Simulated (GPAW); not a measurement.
# A 7-layer slab of Pb(111) in an electric field, part 2 of 2

Wanted: the out-of-plane polarisability of a 7-layer slab of Pb(111).

GPAW 26.7.0; GPAW, PAW setups; slab in vacuum, relaxation (the session's first sound run).

So far, dipole along the normal (e·Å): step 2 (relaxation) -9.3e-4; step 3 (the slab's potential) -0.00101; step 4 (field on) -0.246; step 5 (In a field) -0.124.

**8. In a field**

Input file run.py:

```python
import json
import numpy as np
from ase import Atoms
from gpaw import GPAW, PW
from gpaw.external import ConstantElectricField

slab = Atoms(
    ['Pb', 'Pb', 'Pb', 'Pb', 'Pb', 'Pb', 'Pb'],
    positions=[
        [0.00000, 0.00000, 9.00000],
        [1.75009, 1.01041, 11.85788],
        [3.50018, 2.02083, 14.71577],
        [0.00000, -0.00000, 17.65070],
        [1.75009, 1.01041, 20.58505],
        [3.50018, 2.02083, 23.51533],
        [-0.00000, 0.00000, 26.30105]],
    cell=[[3.50018, 0.0, 0.0], [1.75009, 3.03124, 0.0], [0.0, 0.0, 35.1473]],
    pbc=[True, True, False])

slab.calc = GPAW(mode=PW(400), xc='PBE', kpts={'size': (10, 10, 1), 'gamma': True},
                 occupations={'name': 'fermi-dirac', 'width': 0.1}, nbands='200%',
                 convergence={'density': 1e-05}, maxiter=200,
                 poissonsolver={'dipolelayer': 'xy'},
                 external=ConstantElectricField(0.1, [0, 0, 1]),
                 symmetry={'tolerance': 1e-3}, txt='slab.txt')
result = {}
energy = slab.get_potential_energy()
fermi = slab.calc.get_fermi_level()
v = slab.calc.get_electrostatic_potential().mean((0, 1)) - fermi
n = slab.calc.get_pseudo_density().mean((0, 1))
L = slab.cell[2, 2]
z = np.arange(len(v)) * L / len(v)
low, high = slab.positions[:, 2].min(), slab.positions[:, 2].max()
below, above = np.interp([low - 6.8, high + 6.8], z, v)
slopes = [np.interp(x, z, np.gradient(v, z)) for x in (low - 6.8, high + 6.8)]
eps = np.array([[slab.calc.get_eigenvalues(k, s) for k in range(len(slab.calc.get_ibz_k_points()))]
                for s in range(slab.calc.get_number_of_spins())]) - fermi
top, bottom = eps[eps < 0].max(), eps[eps > 0].min()
dipole = slab.get_dipole_moment()[2]
print(f'energy {energy:.4f} eV, Fermi level {fermi:.4f} eV, dipole {dipole:.5f} e A')
print(f'potential 6.8 A off the faces, from the Fermi level: lower {below:.4f} eV, upper {above:.4f} eV')
print(f'slope of the potential there: lower {slopes[0]:.5f}, upper {slopes[1]:.5f} eV/A')
print(f'nearest levels on the mesh: {top:.4f} and {bottom:.4f} eV')
print('magnetic moment', round(slab.get_magnetic_moment(), 3))
result.update(energy=energy, fermi=fermi, dipole=dipole, below=below, above=above, slopes=slopes, edges=[top, bottom],
              z=z.tolist(), v=v.tolist(), n=n.tolist(), positions=slab.positions.tolist(),
              forces=slab.get_forces(apply_constraint=False).tolist(), moments=slab.get_magnetic_moments().tolist())
json.dump(result, open('result.json', 'w'))
```

Command:

```sh
$ OMP_NUM_THREADS=1 OPENBLAS_NUM_THREADS=1 python run.py
```

Output:

```text
energy -25.7028 eV, Fermi level 2.7507 eV, dipole 0.12076 e A
potential 6.8 A off the faces, from the Fermi level: lower 4.7397 eV, upper 2.6800 eV
slope of the potential there: lower -0.00015, upper -0.00006 eV/A
nearest levels on the mesh: -0.0271 and 0.0022 eV
magnetic moment 0.0
```

Run time: 19 min. Hardware: 1 thread of Intel Xeon Platinum 8375C at 2.90GHz (Ice Lake), shared host; peak memory 0.89 GiB.

The electrostatic potential energy of an electron (without an applied field's), less the Fermi level, planar mean oscillates, so the rows of the table below give means over windows of 2.93 Å about each position, cut where the curve ends. Its maxima inside the range that stand out by 2 % of the span (Å: eV): 1.8: 4.74, 10.5: 1.93, 13.3: 1.57, 16.2: 1.54, 19.1: 1.24, 22.1: 0.951, 24.9: 0.219. Its minima: 9.0: -21.0, 11.8: -21.2, 14.7: -21.6, 17.7: -21.9, 20.6: -22.2, 23.5: -22.4, 26.3: -22.6.

Table of electrostatic potential energy of an electron (without an applied field's), less the Fermi level, planar mean by z; means over each step:

```csv
z (Å),"electrostatic potential energy of an electron (without an applied field's), less the Fermi level, planar mean (eV)"
1.47,4.67
4.40,4.73
7.33,0.834
10.26,-7.15
13.19,-7.53
16.12,-7.18
19.05,-7.48
21.98,-7.79
24.91,-9.28
27.84,-2.28
30.77,2.68
33.70,2.72
```

The dipole is now 0.121 e Å, against -0.0010 in the run without a field.

**9. In a field**

Changes to run.py since step 8:

```diff
@@ -23,3 +23,3 @@
                  poissonsolver={'dipolelayer': 'xy'},
-                 external=ConstantElectricField(0.1, [0, 0, 1]),
+                 external=ConstantElectricField(0.2, [0, 0, 1]),
                  symmetry={'tolerance': 1e-3}, txt='slab.txt')
```

Output:

```text
energy -25.7210 eV, Fermi level 2.7512 eV, dipole 0.24293 e A
potential 6.8 A off the faces, from the Fermi level: lower 5.7809 eV, upper 1.6372 eV
slope of the potential there: lower -0.00015, upper -0.00008 eV/A
nearest levels on the mesh: -0.0271 and 0.0023 eV
magnetic moment 0.0
```

Run time: 17 min. Hardware: 1 thread; peak memory 0.9 GiB.

The electrostatic potential energy of an electron (without an applied field's), less the Fermi level, planar mean oscillates, so the rows of the table below give means over windows of 2.93 Å about each position, cut where the curve ends. Its maxima inside the range that stand out by 2 % of the span (Å: eV): 1.8: 5.78, 10.5: 2.64, 13.3: 2.00, 16.2: 1.68, 19.1: 1.08, 22.1: 0.504, 24.9: -0.514. Its minima: 9.0: -20.1, 11.8: -20.6, 14.7: -21.3, 17.7: -21.9, 20.6: -22.5, 23.5: -23.0, 26.3: -23.4.

The electrostatic potential energy of an electron (without an applied field's), less the Fermi level, planar mean by z; means over each step:

z (Å), electrostatic potential energy of an electron (without an applied field's), less the Fermi level, planar mean (eV) and a bar from the least value:
```
     1.47        5.6 ##############################
     4.40        5.8 ##############################
     7.33        1.8 ######################
    10.26       -6.4 #######
    13.19       -7.1 ######
    16.12       -7.0 ######
    19.05       -7.6 #####
    21.98       -8.2 ###
    24.91      -10.0 
    27.84       -3.3 #############
    30.77        1.6 ######################
    33.70        1.7 ######################
```

The dipole is now 0.243 e Å, against -0.0010 in the run without a field.

**10. Field on**

Changes to run.py since step 9:

```diff
@@ -23,3 +23,3 @@
                  poissonsolver={'dipolelayer': 'xy'},
-                 external=ConstantElectricField(0.2, [0, 0, 1]),
+                 external=ConstantElectricField(0.3, [0, 0, 1]),
                  symmetry={'tolerance': 1e-3}, txt='slab.txt')
```

Output:

```text
energy -25.7513 eV, Fermi level 2.7501 eV, dipole 0.36535 e A
potential 6.8 A off the faces, from the Fermi level: lower 6.8284 eV, upper 0.5965 eV
slope of the potential there: lower -0.00017, upper -0.00009 eV/A
nearest levels on the mesh: -0.0269 and 0.0024 eV
magnetic moment 0.0
```

Run time: 17 min. Hardware: 1 thread; peak memory 0.9 GiB.

The electrostatic potential energy of an electron (without an applied field's), less the Fermi level, planar mean oscillates, so the rows of the table below give means over windows of 2.93 Å about each position, cut where the curve ends. Its maxima inside the range that stand out by 2 % of the span (Å: eV): 1.8: 6.83, 10.5: 3.35, 13.3: 2.42, 16.2: 1.81, 19.1: 0.927, 22.1: 0.0557, 24.9: -1.25. Its minima: 9.0: -19.3, 11.8: -20.1, 14.7: -21.0, 17.7: -21.9, 20.6: -22.8, 23.5: -23.6, 26.3: -24.3.

Electrostatic potential energy of an electron (without an applied field's), less the Fermi level, planar mean against z; means over each step:

z (Å), electrostatic potential energy of an electron (without an applied field's), less the Fermi level, planar mean (eV) and a bar from the least value:
```
     1.47        6.6 ##############################
     4.40        6.8 ##############################
     7.33        2.8 #######################
    10.26       -5.7 #########
    13.19       -6.7 #######
    16.12       -6.9 #######
    19.05       -7.8 #####
    21.98       -8.7 ####
    24.91      -10.7 
    27.84       -4.3 ###########
    30.77        0.6 ###################
    33.70        0.7 ####################
```

The dipole is now 0.365 e Å, against -0.0010 in the run without a field.

**11. The series**

The members are put on one axis.

This step: induced dipole against applied field (GPAW 26.7.0).

Table of dipole along the normal by field:

```csv
field (V/Å),dipole along the normal (e·Å)
-0.200,-0.246
-0.100,-0.124
-0.050,-0.0627
0.000,-0.00101
0.050,0.0595
0.100,0.121
0.200,0.243
0.300,0.365
```

**12. What came out**

```yaml
work_function_upper_and_lower_face: 3.728 and 3.701 eV
dipole_along_the_normal: -0.0010 e Å, near the numerical noise
induced_dipole_per_field: 1.22 e Å per V/Å
out_of_plane_polarisability_per_area_alpha_eps_0_a: 20.9 Å
```

The field induces 1.22 e Å per V/Å, a polarisable thickness α/(ε0 A) of 20.9 Å beside 17.3 Å between the outermost nuclei. A perfect conductor would give the distance between its two image planes; a dielectric of thickness t gives t(1 - 1/ε). The measured value for polycrystalline Pb, which weights the faces of low work function, is 4.25 eV (as compiled in "Anisotropic work function of elemental crystals", 2019, arxiv:1902.07811); the relaxed upper face lies 0.52 eV under it with PBE. Measured work functions scatter by a tenth of an eV or more between methods. The induced dipole is linear in the field over this range. The small printed dipole stands for a step of 17 meV from the lower to the upper face, and the probes find 27 meV; values this small are near the numerical noise of both. The in-plane lattice was kept as typed, which isn't the functional's own and leaves some strain; spin-orbit coupling and temperature are left out.

[Logs are printed without paths, hosts, clocks, repeated set-up lines and the standing remarks that a program may print on its own settings, such as how far it seeks lower states.]

[Hosts, paths, dates, database ids (printed as entryN), source tags and the programs' standing remarks are cut or masked in the printed files.]
